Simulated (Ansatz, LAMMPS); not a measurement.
# Relaxing glassy 68GeO2-32ZnO (mol %) (91 atoms), part 3 of 3

How does glassy 68GeO2-32ZnO (mol %) (91 atoms) relax, and what do bonds, charges and levels look like afterwards?

Ansatz 0.2.0; Kohn-Sham DFT, PBE, PAW (set soft_2), plane waves.

The cell: 23 Ge, 11 Zn and 57 O. The quench rate of 50 K/ps far exceeds what a furnace or splat quench reaches. The starting topology of bonds comes from the classical model. Sampling is at Γ alone, for a cell whose shortest periodic width is 11 Å.

So far, density (g/cm³): step 5 (structure statistics after relaxation) 4.07.

### Step 6. Single point at the relaxed geometry

The electronic structure is read at the final geometry, in a run of its own.

The input, input.yaml:

```yaml
crystal:
  lattice:
    - [11.04645, 0.0, 0.0]
    - [0.0, 11.04645, 0.0]
    - [0.0, 0.0, 11.04645]
  atoms:
    - { symbol: Ge, position: [0.58966, 0.9958, 0.09482] }
    - { symbol: Ge, position: [0.56167, 0.53691, 0.30149] }
    - { symbol: Ge, position: [0.03095, 0.67531, 0.78765] }
    - { symbol: Ge, position: [0.33968, 0.96444, 0.45924] }
    - { symbol: Ge, position: [0.54189, 0.71927, 0.75603] }
    - { symbol: Ge, position: [0.38381, 0.38744, 0.10808] }
    - { symbol: Ge, position: [0.93237, 0.2686, 0.05669] }
    - { symbol: Ge, position: [0.8739, 0.87286, 0.40508] }
    - { symbol: Ge, position: [0.05302, 0.58671, 0.30712] }
    - { symbol: Ge, position: [0.80866, 0.0635, 0.89664] }
    - { symbol: Ge, position: [0.43047, 0.50033, 0.5776] }
    - { symbol: Ge, position: [0.11104, 0.48769, 0.02745] }
    - { symbol: Ge, position: [0.81874, 0.39769, 0.27847] }
    - { symbol: Ge, position: [0.53305, 0.23197, 0.65529] }
    - { symbol: Ge, position: [0.76722, 0.38848, 0.72646] }
    - { symbol: Ge, position: [0.72293, 0.74981, 0.15982] }
    - { symbol: Ge, position: [0.97855, 0.15679, 0.34568] }
    - { symbol: Ge, position: [0.26513, 0.17774, 0.27927] }
    - { symbol: Ge, position: [0.01907, 0.21339, 0.64996] }
    - { symbol: Ge, position: [0.768, 0.61781, 0.90491] }
    - { symbol: Ge, position: [0.16982, 0.81057, 0.25751] }
    - { symbol: Ge, position: [0.28662, 0.96159, 0.06649] }
    - { symbol: Ge, position: [0.13493, 0.48323, 0.5799] }
    - { symbol: Zn, position: [0.6299, 0.8277, 0.4961] }
    - { symbol: Zn, position: [0.49283, 0.16861, 0.92202] }
    - { symbol: Zn, position: [0.82224, 0.58743, 0.50305] }
    - { symbol: Zn, position: [0.82313, 0.84763, 0.68599] }
    - { symbol: Zn, position: [0.07082, 0.96744, 0.87419] }
    - { symbol: Zn, position: [0.59335, 0.06488, 0.3899] }
    - { symbol: Zn, position: [0.35924, 0.96654, 0.76657] }
    - { symbol: Zn, position: [0.09762, 0.93778, 0.61258] }
    - { symbol: Zn, position: [0.78725, 0.10373, 0.58086] }
    - { symbol: Zn, position: [0.34386, 0.65415, 0.13551] }
    - { symbol: Zn, position: [0.95234, 0.96322, 0.14374] }
    - { symbol: O, position: [0.94851, 0.86797, 0.55667] }
    - { symbol: O, position: [0.87026, 0.70979, 0.8115] }
    - { symbol: O, position: [0.45413, 0.13096, 0.75473] }
    - { symbol: O, position: [0.61704, 0.08027, 0.22174] }
    - { symbol: O, position: [0.96565, 0.15449, 0.16511] }
    - { symbol: O, position: [0.364, 0.11035, 0.38774] }
    - { symbol: O, position: [0.61771, 0.66241, 0.88846] }
    - { symbol: O, position: [0.74737, 0.97404, 0.45532] }
    - { symbol: O, position: [0.4889, 0.91315, 0.44166] }
    - { symbol: O, position: [0.63403, 0.30297, 0.76151] }
    - { symbol: O, position: [0.46308, 0.52127, 0.1709] }
    - { symbol: O, position: [0.9671, 0.13373, 0.51727] }
    - { symbol: O, position: [0.02628, 0.57822, 0.65687] }
    - { symbol: O, position: [0.12588, 0.33327, 0.6377] }
    - { symbol: O, position: [0.86173, 0.26989, 0.36343] }
    - { symbol: O, position: [0.06469, 0.33931, 0.9909] }
    - { symbol: O, position: [0.86701, 0.21112, 0.92304] }
    - { symbol: O, position: [0.10563, 0.48755, 0.42405] }
    - { symbol: O, position: [0.33043, 0.32105, 0.24293] }
    - { symbol: O, position: [0.96876, 0.9936, 0.32792] }
    - { symbol: O, position: [0.6537, 0.79237, 0.66639] }
    - { symbol: O, position: [0.7797, 0.74139, 0.44788] }
    - { symbol: O, position: [0.82415, 0.85157, 0.22959] }
    - { symbol: O, position: [0.21575, 0.89448, 0.38589] }
    - { symbol: O, position: [0.79861, 0.64511, 0.06139] }
    - { symbol: O, position: [0.03616, 0.50965, 0.16553] }
    - { symbol: O, position: [0.66149, 0.07214, 0.96593] }
    - { symbol: O, position: [0.12891, 0.215, 0.35295] }
    - { symbol: O, position: [0.91606, 0.964, 0.9655] }
    - { symbol: O, position: [0.27372, 0.49611, 0.04348] }
    - { symbol: O, position: [0.08668, 0.60343, 0.92005] }
    - { symbol: O, position: [0.47247, 0.55979, 0.43161] }
    - { symbol: O, position: [0.79521, 0.01765, 0.7446] }
    - { symbol: O, position: [0.61926, 0.16136, 0.54106] }
    - { symbol: O, position: [0.46654, 0.31785, 0.99979] }
    - { symbol: O, position: [0.62396, 0.67949, 0.26683] }
    - { symbol: O, position: [0.27863, 0.54512, 0.60779] }
    - { symbol: O, position: [0.11682, 0.88943, 0.12639] }
    - { symbol: O, position: [0.44346, 0.01998, 0.02818] }
    - { symbol: O, position: [0.24098, 0.97607, 0.91351] }
    - { symbol: O, position: [0.80922, 0.4679, 0.86285] }
    - { symbol: O, position: [0.86984, 0.26892, 0.68506] }
    - { symbol: O, position: [0.21074, 0.65179, 0.25757] }
    - { symbol: O, position: [0.62283, 0.84075, 0.07357] }
    [... 7 atom lines left out ...]
    - { symbol: O, position: [0.02344, 0.74802, 0.3298] }
    - { symbol: O, position: [0.66077, 0.41379, 0.31264] }
    - { symbol: O, position: [0.33276, 0.82933, 0.15576] }
    - { symbol: O, position: [0.8272, 0.37249, 0.1207] }
    - { symbol: O, position: [0.88601, 0.53348, 0.33863] }
    - { symbol: O, position: [0.09088, 0.81897, 0.76573] }
kpoints:
  mp_grid: { grid: [1, 1, 1] }
hamiltonian:
  xc: pbe
scf:
  occupations: { method: fixed }
output:
  forces: true
  stress: true
  populations: true
  dos:
    method: { smearing: { sigma: 0.1 } }
    de: 0.1
    projected: { site_lists: { Ge: [Ge], O: [O], Zn: [Zn] } }
  eigenvalues: true
  write_density: true
  write_potential: true
  volumetric_format: npy
  elf: true
```

The run is started by

```console
ansatz run input.yaml --threads 4 --pin off --max-ram 8192MiB --backend cpu --events-out ev --progress --plain --runs-dir out
```

Numbers of over 12 decimals in the logs are rounded to 6 here.

What it wrote:

```text
[...]
Crystal: 91 atoms, lattice volume = 1347.933 Å³
Basis set: ecut = 420 eV, 26193 PW (Γ), exchange–correlation on 150×150×150 points (8 copies of the dense FFT grid, shifted against one another)
Bands: 489, of which v1, the nominal top of the filled ones, is band 398 counted from 1 (397 counted from 0)
Symmetry: 1 space group operations
[...]
k-points: 1
[...]
SCF iter   1: F=—  HF=-167630.944271 eV  |F-HF|=—  |Δ(HF+E_count)|=         —  Δρ=2.48e-3  dr2=8.68e-2  ethr=1.77e-3  ⟨swp⟩=5.0  Hψ=1615  notcnv=0  defer=88
[...]
SCF iter  10: F=-167630.952629 eV  HF=-167630.952629 eV  |F-HF|=2.74e-9  |Δ(HF+E_count)|=   1.55e-8  Δρ=1.23e-6  dr2=2.07e-8  ethr=1.26e-11  ⟨swp⟩=15.0  Hψ=3689  notcnv=0
SCF 1 converged in 10 iterations: F = -167630.952629 eV  dr2 = 2.07e-8
[...]
SCF converged after 10 iterations
Free energy (F): -167630.952629 eV
[...]
Internal energy: -167630.952629 eV  (E = F + TS)
E sigma→0 (E₀):  -167630.952629 eV
Fermi energy:    4.010150 eV
[...]
--- Forces (eV/Å), atoms counted from 1 ---
  atom   1  Ge     0.00214662     0.00215907    -0.01187059
  atom   2  Ge     0.01365946    -0.00451771     0.00487835
  atom   3  Ge     0.00451828    -0.00812745    -0.00118356
  atom   4  Ge     0.00134739     0.00533818    -0.00242755
  atom   5  Ge    -0.00038299    -0.00372586    -0.00161384
  atom   6  Ge    -0.00478389     0.00506519     0.00381262
  atom   7  Ge     0.00589359     0.00329583     0.00139115
  atom   8  Ge     0.00131214     0.00855788     0.00236068
  atom   9  Ge     0.00823016    -0.00794409    -0.01030843
  atom  10  Ge     0.00374073     0.00181541     0.00005435
  atom  11  Ge    -0.00488478    -0.00325832    -0.00330468
  atom  12  Ge     0.00446898     0.00472944     0.00966991
  atom  13  Ge    -0.01968677    -0.00083110     0.00550669
  atom  14  Ge    -0.00364850     0.00382117    -0.00198235
[...]
atom  90  O      0.00251897    -0.00138388    -0.00613291
  atom  91  O      0.00158561     0.00883085     0.00281692
  max |Σ_I F_I| component: 3.55e-5 eV/Å
--- Stress (GPa, compression-positive) ---
       -0.475935      -0.403405       1.319489
       -0.403405      -1.711238       0.670852
        1.319489       0.670852      -1.718483
  P = ⅓ Tr σ = -1.3019 GPa (-13.019 kbar)
--- Band table (eV) ---
[...]
--- Löwdin populations: 91 sites ---
  site symbol       q [e]
     0     Ge     12.5024
     1     Ge     12.4379
     2     Ge     12.4537
[...]
90      O      6.9479
  spilling = 0.005869 (of n_electrons = 796.000000)
```

It took 29 s on 4 threads of Arm Neoverse V2, shared host; peak memory 2 GiB.

Numbers from this run:

* free energy: -167630.9526 eV
* free energy per atom: -1842.0984 eV/atom
* SCF cycles: 10
* pressure: -1.302 GPa
* r.m.s. force component: 0.00508 eV/Å
* longest force: 0.02275 eV/Å
* Fermi energy: 4.01 eV
* gap (highest filled to lowest empty level): 1.697 eV
* spilling of the projection: 0.005869

Löwdin charges by element and coordination (they lack the spilled electrons, 0.051 e an atom on average):

```tsv
element	coordination	atoms	mean charge (e)	spread	least	most
Ge	all	23	1.54	0.0382	1.43	1.60
Ge	4	18	1.55	0.0268	1.50	1.60
Ge	5	5	1.49	0.0347	1.43	1.53
O	all	57	-0.825	0.0984	-1.05	-0.708
O	2	30	-0.762	0.0613	-0.936	-0.708
O	3	26	-0.889	0.0789	-1.01	-0.786
O	4	1	-1.05	0	-1.05	-1.05
Zn	all	11	1.49	0.0136	1.47	1.51
Zn	3	1	1.47	0	1.47	1.47
Zn	4	8	1.49	0.0143	1.47	1.51
Zn	5	2	1.49	0.0063	1.49	1.50
```

Density of states as counts of states in windows of 1 eV (from the Fermi level), total and the larger projections:

```tsv
from (eV)	to (eV)	total	O p	Zn d	Ge p	Ge s
-10	-9	6.8	3.8	0.0	0.2	2.4
-9	-8	13.3	7.4	0.2	0.6	4.1
-8	-7	14.3	8.2	0.6	0.9	3.3
-7	-6	14.1	7.8	2.1	1.2	1.8
-6	-5	61.3	28.9	23.5	6.6	0.4
-5	-4	87.5	25.2	55.5	4.1	0.4
-4	-3	51.0	28.8	14.4	3.8	0.4
-3	-2	65.3	53.1	5.4	3.1	0.3
-2	-1	85.6	77.7	4.0	1.4	0.2
-1	0	51.0	45.9	3.4	0.6	0.1
0	1	1.6	1.5	0.1	0.0	0.0
1	2	2.0	0.3	0.0	0.0	0.8
2	3	0.0	0.0	0.0	0.0	0.0
3	4	10.3	2.7	0.0	1.0	3.8
4	5	18.5	4.9	0.0	2.2	6.1
```

With fixed occupations the program's Fermi level is the highest filled level; weight inside the gap is the broadening of levels at its edges.

Between -25 and -10 eV lie 344 more states.

The levels nearest the highest filled one (over half full), pooled over k-points and spins:

```tsv
level less the highest filled one (eV)	occupation
-0.386	2
-0.301	2
-0.225	2
-0.173	2
-0.128	2
0	2
1.70	0
3.36	0
3.39	0
3.59	0
3.67	0
3.82	0
```

ELF in the ab plane at fractional z = 0.156, with atoms of Ge and Zn and O within 0.2 Å of it. It is the smooth field of the valence electrons, not physical close to the nuclei.

Ten even steps from '0' (0.00) to '9' (0.85), each cell a mean:
```
0147631122210011232322000111000
1389984123442000223321003421000
1587884147887300135542125763111
1588862278589710156763235776210
0246531379689610135542123564200
0012211146765300001220002221000
0000111111111100001221002210000
0000134210001100012332223321000
1210134210000111001221134531000
7752001111112587410000023420015
9886200011126989841000001000049
8588400121027868962000000000069
9997400122125898741000002442038
7764200011222354210000036886203
1110000012311221000000168888510
0000000145532221000000269987521
1000000145653211000000157775321
3100000013332100000000012321233
7520001111100000000000000013678
9840035664200000024432000026976
9930279888620000257764200037986
8510399669620000268886300014788
2100169888410011256775200001122
1101014664210111233443100011100
```
Columns run along a (11.0 Å), rows up along b (11.0 Å). Atoms in or near the plane, at fractional coordinates: Ge at (0.72, 0.75), Zn at (0.95, 0.96), O at (0.97, 0.15), O at (0.46, 0.52), O at (0.04, 0.51), O at (0.24, 0.10), O at (0.33, 0.83).

Electrostatic potential energy in the ab plane at fractional z = 0.156, with atoms of Ge and Zn and O within 0.2 Å of it. With pseudopotentials it is smooth inside the atoms' cores, unlike the true potential.

Values in eV, 13 rows by 16 columns, each cell a mean:
```
-11   1   1   5  -3   1   8   8  -1 -12  -2   7   9   6 -20 -33
  4 -18 -20   4  -3 -19   4  10   8   6   5   5   6   6   2  -4
  9   6   2   4  -4 -26   0  10  10   8  -6 -24 -16   4   9  10
 10   8   7   6   0 -13  -4   7  10   8 -10 -31 -22   3  10  10
  9   9   9   7 -10 -32 -20   5   9   9   5  -1   3   8  11  10
 -9   0   8   9   4  -5  -5 -17   1   8   9   9  10  11  11   9
-28 -13   7   9   8   4  -6 -26  -3   8   9   9   9   9  10   5
  8   8   8   9   5 -14 -23  -4   7  10  10  10   1 -13   6   9
  8   9   9   9   6  -8 -15  -1   8  10  11  10   1 -16   2   5
  7  10  10   9   7   6   7   9  10  11  11  11  10   7   3   1
 -4  10  10   5   3   8   9  10  11  11  11  11  10   9   0 -27
  1  11  10 -22 -26   7  10  10   9   4   6  10  10  10   4 -16
  1   9  10   0  -5   5   9   8  -1 -15  -4   8  10   8  -4 -14
```
Columns run along a (11.0 Å; values clipped at the 3rd and 97th percentile), rows up along b (11.0 Å). Atoms in or near the plane, at fractional coordinates: Ge at (0.72, 0.75), Zn at (0.95, 0.96), O at (0.97, 0.15), O at (0.46, 0.52), O at (0.04, 0.51), O at (0.24, 0.10), O at (0.33, 0.83).

Mean Löwdin charges: Ge +1.54, O -0.82, Zn +1.49 e (they miss 0.59 % of the electrons, so they add up to more than the cell's charge). The largest share in the top eV of filled states is O p (91 % of the projected weight), and in the lowest eV of empty states Ge s (38 % of the projected weight).

A closer look about Zn34, which has 5 bonded neighbours where the commonest count for Zn is 4: 8 atoms, nearest first, numbered in the order of the input, with positions taken from that point.

```tsv
atom	x	y	z	distance (Å)	bonds	Löwdin charge (e)
Zn34	0.00	0.00	0.00	0.00	5	1.50
O72	1.82	-0.82	-0.19	2.00	3	-0.86
O63	-0.40	0.01	-1.97	2.01	3	-0.97
O54	0.18	0.34	2.03	2.07	3	-0.79
O57	-1.42	-1.23	0.95	2.10	3	-0.81
O39	0.15	2.11	0.24	2.13	3	-0.82
Ge17	0.29	2.14	2.23	3.10	5	1.51
Ge8	-0.87	-1.00	2.89	3.18	5	1.43
```

The column of bonds counts only the pairs O-Ge within 2.27 Å, O-Zn within 2.48 Å; other neighbours, such as metal atoms beside each other in a compound, aren't counted, and periodic images can show an atom twice.

### Step 7. Summary of results

* energy change in the relaxation: -89.3 meV/atom
* r.m.s. displacement: 0.278 Å
* largest displacement: 0.68 Å
* free energy per atom: -1842.0984 eV/atom
* pressure: -1.302 GPa
* r.m.s. force component: 0.00508 eV/Å
* gap (highest filled to lowest empty level): 1.697 eV
* wall time of the 3 DFT runs: 3.6 min

In words: Relaxation lowers the energy by 89.3 meV/atom and moves atoms by 0.28 Å r.m.s.; the r.m.s. force component goes from 0.90 to 0.0051 eV/Å, the pressure goes from 6.6 to -1.3 GPa, and the gap from 1.38 to 1.70 eV. By the final cutoffs 1 of 139 bonded pairs parted and 4 joined. From the first step to the last the energy fell by 8.126 eV, and the largest move was 0.68 Å (O81). The O-Ge bonds change most in mean length: from 1.742 Å (spread 0.082) to 1.805 Å (spread 0.074), and their number from 95 to 97. Counting bonds as in the table, 78 % of Ge atoms have 4, 53 % of O atoms have 2 and 73 % of Zn atoms have 4 bonded neighbours. Counting bonds to Ge alone, not to Zn, 70 % of the oxygens join two of these atoms and 30 % one. The highest filled and lowest empty levels differ by 1.70 eV (at Γ alone); a semilocal functional tends to put such gaps too low. In a disordered cell it changes from sample to sample, and tail or defect levels can set it.

Caveats: The starting topology of bonds comes from the classical model; in DFT 1 of its 139 bonded pairs passed out of the cutoffs and 4 came within them.

[Logs are printed without paths, hosts, clocks, repeated set-up lines and the standing remarks that a program may print on its own settings, such as how far it seeks lower states.]

[Hosts, paths, dates, database ids (printed as entryN), source tags and the programs' standing remarks are cut or masked in the printed files.]
